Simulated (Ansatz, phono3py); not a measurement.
# Scattering channels in GaN (P6_3mc), one at a time, part 4 of 5

Wanted: the sensitivity of κ of GaN to the choices of the transport step.

Measurements to reproduce:
- thermal conductivity 210 W/m/K near room temperature (given in “Combining the AFLOW GIBBS and Elastic Libraries to efficiently and robustly screen thermo-mechanical properties of solids”, 2017, arXiv:1611.05714)

Ansatz 0.2.0 and phono3py 4.10.0; DFT LDA, scalar-relativistic, plane waves, PAW (the session's first sound run).

So far, κ at 300 K (W/m/K): step 3 (relaxation-time solution) 242; step 11 (q-mesh of the transport sums 27×27×15) 246; step 13 (boundary mean free path 0.1 micrometre) 66.2; step 14 (boundary mean free path 1 micrometre) 162; step 15 (solver RTA with coherences (SMM19)) 242.

The database entry behind the starting cell differs from later determinations by our own check (about 0.3 % short, ideal inner coordinate), so it need not match the best structure at ambient conditions.

## 16. Gaussian smearing, third order supercell 3×3×2, supercell 3×3×2

Level of this step: DFT LDA, scalar-relativistic, plane waves, PAW; phono3py on Ansatz's force constants (phono3py).

A Gaussian replaces the tetrahedron method for energy conservation; its width must match the mesh.

phono3py.yaml

```yaml
phono3py:
  version: "4.10.0"
  frequency_unit_conversion_factor: 15.633302
  symmetry_tolerance: 1.00000e-05

physical_unit:
  atomic_mass: "AMU"
  length: "angstrom"

space_group:
  type: "P6_3mc"
  number: 186
  Hall_symbol: "P 6c -2c"

primitive_matrix:
- [  1.000000000000000,  0.000000000000000,  0.000000000000000 ]
- [  0.000000000000000,  1.000000000000000,  0.000000000000000 ]
- [  0.000000000000000,  0.000000000000000,  1.000000000000000 ]

supercell_matrix:
- [   3,   0,   0 ]
- [   0,   3,   0 ]
- [   0,   0,   2 ]

# [primitive_cell block left out]
unit_cell:
  lattice:
  - [     3.151808454788812,     0.000000000000000,     0.000000000000000 ] # a
  - [    -1.575904227394406,     2.729546189709689,     0.000000000000000 ] # b
  - [     0.000000000000000,     0.000000000000000,     5.138414698700000 ] # c
  points:
  - symbol: Ga # 1
    coordinates: [  0.333333333333333,  0.666666666666667, -0.000703387100000 ]
    mass: 69.723000
    reduced_to: 1
  - symbol: Ga # 2
    coordinates: [  0.666666666666667,  0.333333333333333,  0.499296612900000 ]
    mass: 69.723000
    reduced_to: 2
  - symbol: N # 3
    coordinates: [  0.333333333333333,  0.666666666666667,  0.375703387100000 ]
    mass: 14.007000
    reduced_to: 3
  - symbol: N # 4
    coordinates: [  0.666666666666667,  0.333333333333333,  0.875703387100000 ]
    mass: 14.007000
    reduced_to: 4

# [supercell block left out]
phonon_supercell_matrix:
- [   3,   0,   0 ]
- [   0,   3,   0 ]
- [   0,   0,   2 ]

# [phonon_primitive_cell block left out]
# [phonon_supercell block left out]
nac:
  born_effective_charge:
  - # 1 (Ga)
    - [  2.587536988419629,  0.000000000000000,  0.000000000000000 ]
    - [  0.000000000000000,  2.587536988419629,  0.000000000000000 ]
    - [  0.000000000000000,  0.000000000000000,  2.723649571673839 ]
  - # 2 (Ga)
    - [  2.587536988419629,  0.000000000000000,  0.000000000000000 ]
    - [  0.000000000000000,  2.587536988419629,  0.000000000000000 ]
    - [  0.000000000000000,  0.000000000000000,  2.723649571673839 ]
  - # 3 (N)
    - [ -2.587536988419629,  0.000000000000000,  0.000000000000000 ]
    - [  0.000000000000000, -2.587536988419629,  0.000000000000000 ]
    - [  0.000000000000000,  0.000000000000000, -2.723649571673839 ]
  - # 4 (N)
    - [ -2.587536988419630,  0.000000000000000,  0.000000000000000 ]
    - [  0.000000000000000, -2.587536988419629,  0.000000000000000 ]
    - [  0.000000000000000,  0.000000000000000, -2.723649571673839 ]
  dielectric_constant:
    - [  5.628436089380903,  0.000000000000000,  0.000000000000000 ]
    - [  0.000000000000000,  5.628436089380902,  0.000000000000000 ]
    - [  0.000000000000000,  0.000000000000000,  5.800942814735906 ]
  unit_conversion_factor: 14.399645
```

Started as:

```console
> phono3py phono3py.yaml --mesh 19 19 9 --br --isotope --sigma 0.03 --ts 100 300 600
```

The log of the run:

```text
[banner, memory and clock lines left out]
Rust backend (phonors) using rayon (8 threads).
Running in phono3py.load mode.
Spglib version 2.8.0
----------------------------- General settings -----------------------------
Run mode: conductivity-RTA
HDF5 data compression filter: gzip
Crystal structure was read from "phono3py.yaml".
Supercell (dim): [3 3 2]
Phonon supercell (dim-fc2): [3 3 2]
Primitive matrix:
  [1. 0. 0.]
  [0. 1. 0.]
  [0. 0. 1.]
Spacegroup: P6_3mc (186)
Use -v option to watch primitive cell, unit cell, and supercell structures.
NAC parameters were read from "phono3py.yaml".
fc3 was read from "fc3.hdf5".
fc2 was read from "fc2.hdf5".
----------------------------- Force constants ------------------------------
Max drift of fc3: 0.00050000 (xxy) 0.00050000 (xxy) 0.00050000 (xyx)
Max drift of fc2: 0.00040000 (yy) 0.00040000 (yy)
--------------------------- Calculation settings ---------------------------
Non-analytical term correction (NAC): True
NAC unit conversion factor:  14.39964
BZ integration: Smearing=0.03
Temperature:  100.0  300.0  600.0
Cutoff frequency: 0.01
Mesh sampling: [ 19 19 9 ]
Generating grid system ... [ 19 19 9 ]
fc3-r2q-transformation over three atoms: True
========================== Warning ==========================
 Phonon frequency of band index 2 at Gamma is calculated to be 0.029591.
 But this frequency is forced to be zero.
========================== Warning ==========================
 Phonon frequency of band index 3 at Gamma is calculated to be 0.034169.
 But this frequency is forced to be zero.
--------------------------- Phonon calculations ----------------------------
  PRB 50, 13035(R) (1994), PRB 55, 10355 (1997)
  G-cutoff distance: 1.17, Number of G-points: 313, Lambda: 0.29
Running harmonic phonon calculations...
-------------------- Lattice thermal conductivity (RTA) --------------------
Running heat capacity calculations...
Running velocity calculations...
Running isotope scattering calculations sigma=0.03...
======================= Grid point 0 (1/200) =======================
q-point: ( 0.00  0.00  0.00)
Boundary mean free path (millimeter): 1000.000
Mass variance parameters: 1.97e-04 1.97e-04 1.84e-05 1.84e-05
Number of triplets: 200
Frequency     group velocity (x, y, z)     |gv|
  -0.000   (   0.000    0.000    0.000)    0.000
   0.030   (   0.000    0.000    0.000)    0.000
   0.034   (   0.000   -0.000   -0.000)    0.000
   4.192   (   0.000    0.000    0.000)    0.000
   4.192   (   0.000    0.000    0.000)    0.000
  10.070   (  -0.000    0.000   -0.000)    0.000
  16.145   (  -0.000   -0.000    0.000)    0.000
  16.809   (   0.000   -0.000   -0.000)    0.000
  16.809   (   0.000    0.000    0.000)    0.000
  17.084   (   0.000   -0.000    0.000)    0.000
  17.084   (   0.000    0.000    0.000)    0.000
  20.931   (   0.000   -0.000   -0.000)    0.000
======================= Grid point 1 (2/200) =======================
q-point: ( 0.05  0.00  0.00)
Boundary mean free path (millimeter): 1000.000
Mass variance parameters: 1.97e-04 1.97e-04 1.84e-05 1.84e-05
Number of triplets: 500
Frequency     group velocity (x, y, z)     |gv|
   0.665   (  38.651   22.315    0.000)   44.631
   0.722   (  32.084   18.524    0.000)   37.048
   1.455   (  60.993   35.214    0.000)   70.429
   4.227   (   3.201    1.848    0.000)    3.696
[...]
[197 grid points left out]
======================= Grid point 1639 (200/200) =======================
q-point: ( 0.32  0.32  0.44)
Boundary mean free path (millimeter): 1000.000
Mass variance parameters: 1.97e-04 1.97e-04 1.84e-05 1.84e-05
Number of triplets: 860
Frequency     group velocity (x, y, z)     |gv|
[...]
9.613   (  -0.091   -0.157    5.561)    5.564
   9.639   (  -1.303   -2.256    3.186)    4.116
  17.553   (   0.057    0.100   -2.345)    2.348
  17.591   (  -1.669   -2.890   -5.872)    6.754
  19.795   (   7.893   13.671    3.750)   16.225
  19.835   (   6.337   10.977   -0.115)   12.675
  20.177   (  -6.695  -11.597    6.692)   14.970
  20.334   (  -4.511   -7.814   -7.459)   11.706
=================== End of collection of collisions ===================
----------- Thermal conductivity (W/m-k) for sigma=0.03 -----------
#  T(K)        xx         yy         zz         yz         xz         xy
  100.0     733.301    733.301    795.398      0.000      0.000     -0.000
  300.0     235.597    235.597    237.146      0.000      0.000     -0.000
  600.0     128.659    128.659    127.441     -0.000      0.000     -0.000

Thermal conductivity related properties and sigma 0.03
were written into "kappa-m19199-s0.03.hdf5".
Summary of calculation was written in "phono3py.yaml".
```

Elapsed: 47 s, on 8 threads of Arm Neoverse V1, shared host; peak memory 0.1 GiB.

This step gave:

```yaml
kappa_at_300_k: 236.1 W/m/K
kappa_xx_yy_zz_at_300_k: 235.6, 235.6, 237.1 W/m/K
```

W/m/K. Kappa, by row:

```
T (K)     xx     yy     zz  yz  xz  xy
  100  733.3  733.3  795.4   0   0   0
  300  235.6  235.6  237.1   0   0   0
  600  128.7  128.7  127.4   0   0   0
```

With a width of 0.03 THz κ at 300 K is 236 W/(m K), -2.6 % from the tetrahedron value.

For the κ at 300 K, step 3 gave 242 W/m/K; this run, with delta function Gaussian and sigma 0.03 THz, gives 236 W/m/K (-3 %).

## 17. Gaussian smearing, third order supercell 3×3×2, supercell 3×3×2 (run 2)

A Gaussian replaces the tetrahedron method for energy conservation; its width must match the mesh.

phono3py.yaml is that of step 16.

Started as:

```console
> phono3py phono3py.yaml --mesh 19 19 9 --br --isotope --sigma 0.2 --ts 100 300 600
```

The log of the run:

```text
[banner, memory and clock lines left out]
Rust backend (phonors) using rayon (8 threads).
Running in phono3py.load mode.
Spglib version 2.8.0
----------------------------- General settings -----------------------------
Run mode: conductivity-RTA
HDF5 data compression filter: gzip
Crystal structure was read from "phono3py.yaml".
Supercell (dim): [3 3 2]
Phonon supercell (dim-fc2): [3 3 2]
Primitive matrix:
  [1. 0. 0.]
  [0. 1. 0.]
  [0. 0. 1.]
Spacegroup: P6_3mc (186)
Use -v option to watch primitive cell, unit cell, and supercell structures.
[...]
20.177   (  -6.695  -11.597    6.692)   14.970
  20.334   (  -4.511   -7.814   -7.459)   11.706
=================== End of collection of collisions ===================
----------- Thermal conductivity (W/m-k) for sigma=0.2 -----------
#  T(K)        xx         yy         zz         yz         xz         xy
  100.0     746.318    746.318    828.297      0.000      0.000     -0.000
  300.0     233.251    233.251    236.569      0.000      0.000     -0.000
  600.0     125.376    125.376    124.684     -0.000      0.000     -0.000

Thermal conductivity related properties and sigma 0.2
were written into "kappa-m19199-s0.2.hdf5".
Summary of calculation was written in "phono3py.yaml".
```

Run time: 47 s. Hardware: 8 threads; peak memory 0.1 GiB; 6.1 min of CPU time.

This step gave:

```yaml
kappa_at_300_k: 234.4 W/m/K
kappa_xx_yy_zz_at_300_k: 233.3, 233.3, 236.6 W/m/K
```

W/m/K. Kappa, by row:

| T (K) | xx | yy | zz | yz | xz | xy |
| --- | --- | --- | --- | --- | --- | --- |
| 100 | 746.3 | 746.3 | 828.3 | 0 | 0 | 0 |
| 300 | 233.3 | 233.3 | 236.6 | 0 | 0 | 0 |
| 600 | 125.4 | 125.4 | 124.7 | 0 | 0 | 0 |

With a width of 0.2 THz κ at 300 K is 234 W/(m K), -3.3 % from the tetrahedron value.

## 18. Two-phonon phase space, third order supercell 3×3×2, supercell 3×3×2

The two-phonon density of states counts the channels open to a mode, without matrix elements.

phono3py.yaml is that of step 17.

Started as:

```console
> phono3py phono3py.yaml --mesh 27 27 15 --jdos --gp 0 --num-freq-points 80
```

The log of the run:

```text
[banner, memory and clock lines left out]
Rust backend (phonors) using rayon (8 threads).
Running in phono3py.load mode.
Spglib version 2.8.0
----------------------------- General settings -----------------------------
Run mode: jdos
HDF5 data compression filter: gzip
Crystal structure was read from "phono3py.yaml".
Supercell (dim): [3 3 2]
Phonon supercell (dim-fc2): [3 3 2]
Primitive matrix:
  [1. 0. 0.]
  [0. 1. 0.]
  [0. 0. 1.]
Spacegroup: P6_3mc (186)
Use -v option to watch primitive cell, unit cell, and supercell structures.
NAC parameters were read from "phono3py.yaml".
fc3 was read from "fc3.hdf5".
fc2 was read from "fc2.hdf5".
----------------------------- Force constants ------------------------------
Max drift of fc3: 0.00050000 (xxy) 0.00050000 (xxy) 0.00050000 (xyx)
Max drift of fc2: 0.00040000 (yy) 0.00040000 (yy)
--------------------------- Calculation settings ---------------------------
Non-analytical term correction (NAC): True
NAC unit conversion factor:  14.39964
BZ integration: Tetrahedron-method
Cutoff frequency: 0.01
Number of frequency sampling points: 80
Mesh sampling: [ 27 27 15 ]
Generating grid system ... [ 27 27 15 ]
  PRB 50, 13035(R) (1994), PRB 55, 10355 (1997)
  G-cutoff distance: 1.17, Number of G-points: 313, Lambda: 0.29
--------------------------------- Joint DOS ---------------------------------
Running harmonic phonon calculations...
======================= Grid point 0 (1/1) =======================
q-point: ( 0.00  0.00  0.00)
Number of triplets: 600
Frequency
  -0.000
   0.030
   0.034
   4.192
   4.192
  10.070
  16.145
  16.809
  16.809
  17.084
  17.084
  20.931
Tetrahedron method is used.
Calculations at 80 frequency points are divided into 8 batches.
1/8: [ 1  2  3  4  5  6  7  8  9 10]
2/8: [11 12 13 14 15 16 17 18 19 20]
3/8: [21 22 23 24 25 26 27 28 29 30]
4/8: [31 32 33 34 35 36 37 38 39 40]
5/8: [41 42 43 44 45 46 47 48 49 50]
6/8: [51 52 53 54 55 56 57 58 59 60]
7/8: [61 62 63 64 65 66 67 68 69 70]
8/8: [71 72 73 74 75 76 77 78 79 80]
JDOS is written into "jdos-m272715-g0.dat".
```

Wall time 0.91 s (8 threads); peak memory 0.16 GiB.

The joint density of states at Gamma has structure finer than the step of the table below, so its rows give means over 2 THz, whole bins alone (the curve runs from 0 to 44.3 THz). Peaks (THz: height): absorption class 0.6: 21.1, 2.8: 12.5, 12.9: 14.3; decay class 14.6: 5.51, 23.6: 10.9, 30.3: 4.62, 36.5: 4.94, 38.7: 10.9, 41.5: 2.40.

Joint density of states at Gamma against frequency; means over each step:

| frequency (THz) | absorption class (1/THz) | decay class (1/THz) |
| --- | --- | --- |
| 2 | 12.1 | 0.0273 |
| 4 | 8.03 | 0.116 |
| 6 | 0.993 | 0.499 |
| 8 | 3.42 | 1.37 |
| 10 | 5.31 | 3.56 |
| 12 | 11.3 | 3.99 |
| 14 | 9.76 | 4.19 |
| 16 | 5.07 | 3.23 |
| 18 | 1.14 | 1.14 |
| 20 | 0.177 | 1.87 |
| 22 | 0.00742 | 5.48 |
| 24 | 0 | 9.65 |
| 26 | 0 | 9.87 |
| 28 | 0 | 6.58 |
| 30 | 0 | 3.19 |
| 32 | 0 | 0.243 |
| 34 | 0 | 1.68 |
| 36 | 0 | 4.44 |
| 38 | 0 | 6.09 |
| 40 | 0 | 3.88 |
| 42 | 0 | 1.48 |

## 19. Without the dipole term, third order supercell 3×3×2, supercell 3×3×2

Dropping the dipole term tests how much its part of the interpolation matters for κ.

phono3py.yaml is that of step 18.

Started as:

```console
> phono3py phono3py.yaml --mesh 19 19 9 --br --isotope --nonac --ts 100 300 600
```

The log of the run:

```text
Rust backend (phonors) using rayon (8 threads).
Running in phono3py.load mode.
Spglib version 2.8.0
----------------------------- General settings -----------------------------
Run mode: conductivity-RTA
HDF5 data compression filter: gzip
Crystal structure was read from "phono3py.yaml".
Supercell (dim): [3 3 2]
Phonon supercell (dim-fc2): [3 3 2]
Primitive matrix:
  [1. 0. 0.]
  [0. 1. 0.]
  [0. 0. 1.]
Spacegroup: P6_3mc (186)
Use -v option to watch primitive cell, unit cell, and supercell structures.
fc3 was read from "fc3.hdf5".
fc2 was read from "fc2.hdf5".
----------------------------- Force constants ------------------------------
Max drift of fc3: 0.00050000 (xxy) 0.00050000 (xxy) 0.00050000 (xyx)
Max drift of fc2: 0.00040000 (yy) 0.00040000 (yy)
--------------------------- Calculation settings ---------------------------
BZ integration: Tetrahedron-method
Temperature:  100.0  300.0  600.0
Cutoff frequency: 0.01
Mesh sampling: [ 19 19 9 ]
Generating grid system ... [ 19 19 9 ]
fc3-r2q-transformation over three atoms: True
========================== Warning ==========================
 Phonon frequency of band index 2 at Gamma is calculated to be 0.029591.
 But this frequency is forced to be zero.
=============================================================
========================== Warning ==========================
 Phonon frequency of band index 3 at Gamma is calculated to be 0.034169.
 But this frequency is forced to be zero.
=============================================================
--------------------------- Phonon calculations ----------------------------
Running harmonic phonon calculations...
-------------------- Lattice thermal conductivity (RTA) --------------------
Running heat capacity calculations...
Running velocity calculations...
Running isotope scattering calculations with tetrahedron method...
======================= Grid point 0 (1/200) =======================
q-point: ( 0.00  0.00  0.00)
Boundary mean free path (millimeter): 1000.000
Mass variance parameters: 1.97e-04 1.97e-04 1.84e-05 1.84e-05
Number of triplets: 200
Frequency     group velocity (x, y, z)     |gv|
  -0.000   (   0.000    0.000    0.000)    0.000
   0.030   (   0.000    0.000    0.000)    0.000
   0.034   (   0.000    0.000    0.000)    0.000
   4.192   (   0.000    0.000    0.000)    0.000
   4.192   (   0.000    0.000    0.000)    0.000
  10.070   (   0.000    0.000    0.000)    0.000
  16.145   (   0.000    0.000    0.000)    0.000
  16.809   (   0.000    0.000    0.000)    0.000
  16.809   (   0.000    0.000    0.000)    0.000
  17.084   (   0.000    0.000    0.000)    0.000
  17.084   (   0.000    0.000    0.000)    0.000
  20.931   (   0.000    0.000    0.000)    0.000
======================= Grid point 1 (2/200) =======================
q-point: ( 0.05  0.00  0.00)
Boundary mean free path (millimeter): 1000.000
Mass variance parameters: 1.97e-04 1.97e-04 1.84e-05 1.84e-05
Number of triplets: 500
Frequency     group velocity (x, y, z)     |gv|
   0.595   (  36.806   21.250    0.000)   42.500
   0.725   (  32.216   18.600    0.000)   37.200
   1.438   (  60.221   34.769    0.000)   69.538
   4.247   (   4.870    2.812    0.000)    5.623
[...]
[197 grid points left out]
======================= Grid point 1639 (200/200) =======================
q-point: ( 0.32  0.32  0.44)
Boundary mean free path (millimeter): 1000.000
Mass variance parameters: 1.97e-04 1.97e-04 1.84e-05 1.84e-05
Number of triplets: 860
Frequency     group velocity (x, y, z)     |gv|
[...]
9.617   (  -0.459   -0.795    5.541)    5.617
   9.643   (  -1.641   -2.843    3.159)    4.555
  17.551   (   0.236    0.409   -2.573)    2.616
  17.587   (  -1.323   -2.292   -5.825)    6.398
  19.761   (   9.436   16.344    3.698)   19.231
  19.802   (   8.289   14.357   -0.157)   16.579
  20.214   (  -8.425  -14.593    6.714)   18.139
  20.369   (  -6.629  -11.482   -7.336)   15.153
=================== End of collection of collisions ===================
----------- Thermal conductivity (W/m-k) with tetrahedron method -----------
#  T(K)        xx         yy         zz         yz         xz         xy
  100.0     788.945    788.945    923.512      0.000     -0.000     -0.000
  300.0     243.723    243.723    256.096      0.000     -0.000     -0.000
  600.0     135.634    135.634    139.986      0.000     -0.000     -0.000

Thermal conductivity related properties were written into
"kappa-m19199.hdf5".
Summary of calculation was written in "phono3py.yaml".
```

It took 48 s on 8 threads; peak memory 0.1 GiB; 6.2 min of CPU time.

This step gave:

```yaml
kappa_at_300_k: 247.8 W/m/K
kappa_xx_yy_zz_at_300_k: 243.7, 243.7, 256.1 W/m/K
```

W/m/K. Kappa, by row:

```csv
T (K),xx,yy,zz,yz,xz,xy
100,788.9,788.9,923.5,0,0,0
300,243.7,243.7,256.1,0,0,0
600,135.6,135.6,140,0,0,0
```

κ at 300 K goes from 242 to 248 W/(m K). Only the interpolation between the solved wavevectors changes, and the fewer these are, the more it matters.

(Continued in part 5 of 5.)

[Logs are printed without paths, hosts, clocks, repeated set-up lines and the standing remarks that a program may print on its own settings, such as how far it seeks lower states.]

[Hosts, paths, dates, database ids (printed as entryN), source tags and the programs' standing remarks are cut or masked in the printed files.]

[A step with changed settings may run another functional than the one named; its input shows which.]

[Pressures of single members of a volume series are the stress at the run's cutoff; with an incomplete basis they can lie off −dE/dV of the same runs, and they are not shown converged.]
